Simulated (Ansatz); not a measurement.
## How fast states decay through SrLiBr3: band edges

Ansatz 0.2.0; r2SCAN DFT, plane waves, PAW files.

The structure was built from a prototype and need not be the compound's stable phase.

Symmetry: R3, No. 146, trigonal system. The conventional cell has a = 8.289 Å, b = 8.289 Å, c = 11.107 Å, α = 90.00°, β = 90.00°, γ = 120.00°. Nearest to Li lie 3 Br at 2.52 Å. Nearest to Sr lie 6 Br at 3.00 to 3.10 Å. Nearest to Br lie 1 Li at 2.52 Å and 2 Sr at 3.00 to 3.10 Å. It derives from CsSrBr3. Li for Cs in the CsSrBr3 structure of space group P1. Farther neighbours and most contacts between anions are not listed. That group holds within 0.01 Å; judged at 0.001 Å it is P1 (No. 1).

Numbers from this step:

- Fermi energy: -0.8488 eV
- gap on the k-mesh: 4.842 eV
- gap on path: 4.842 eV, by band count; negative where bands overlap
- direct gap on path: 5.122 eV
- edge places on path: 0, 0.9199 1/A along the path

The electronic bands at the labelled points (eV, zero at the Fermi level (highest filled level under fixed occupations); v1 is the highest filled band, c1 the lowest empty one):

| point | v4 | v3 | v2 | v1 | c1 | c2 | c3 | c4 |
| --- | --- | --- | --- | --- | --- | --- | --- | --- |
| VBM | -1.30 | -0.34 | -0.34 | 0.00 | 6.12 | 7.35 | 7.50 | 7.51 |
| halfway | -0.98 | -0.63 | -0.52 | -0.27 | 5.82 | 6.27 | 6.66 | 6.70 |
| CBM | -0.72 | -0.39 | -0.38 | -0.28 | 4.84 | 5.89 | 5.99 | 5.99 |

Q: Write an input that reproduces this.

The system, level and task follow from the heading and the kind of results. Meshes, cutoffs and thresholds can't be read from the results; these are the ones that the run used.

Input file input.yaml:

```yaml
crystal:
  lattice:
    - [6.0451079578, -0.1873221955, -0.186184347]
    - [-0.1816126757, 6.0445626519, 0.1827808427]
    - [-0.1806170165, 0.1845830873, 6.0447328651]
  atoms:
    - { symbol: Li, position: [-0.1601022939, 0.1744176523, 0.1723061589] }
    - { symbol: Sr, position: [0.5320303122, 0.4815365335, 0.4797201329] }
    - { symbol: Br, position: [0.5757864664, 0.4371652007, 0.9764696825] }
    - { symbol: Br, position: [0.0353754215, 0.4385376095, 0.4353125148] }
    - { symbol: Br, position: [0.5769090838, -0.021656996, 0.4361895009] }
kpoints:
  mp_grid: { grid: [4, 4, 4] }
  band_path: { path: [VBM, CBM], npoints: 30 }
scf:
  occupations: { method: fixed }
hamiltonian:
  xc: r2scan
output:
  eigenvalues: true
  write_potential: true
  write_density: true
  volumetric_format: npy
```

Started as:

```sh
$ ansatz run input.yaml --threads 2 --pin off --max-ram 4096MiB --backend cpu --events-out ev --progress --plain --runs-dir out
```

[Logs are printed without paths, hosts, clocks, repeated set-up lines and the standing remarks that a program may print on its own settings, such as how far it seeks lower states.]

[Hosts, paths, dates, database ids (printed as entryN), source tags and the programs' standing remarks are cut or masked in the printed files.]
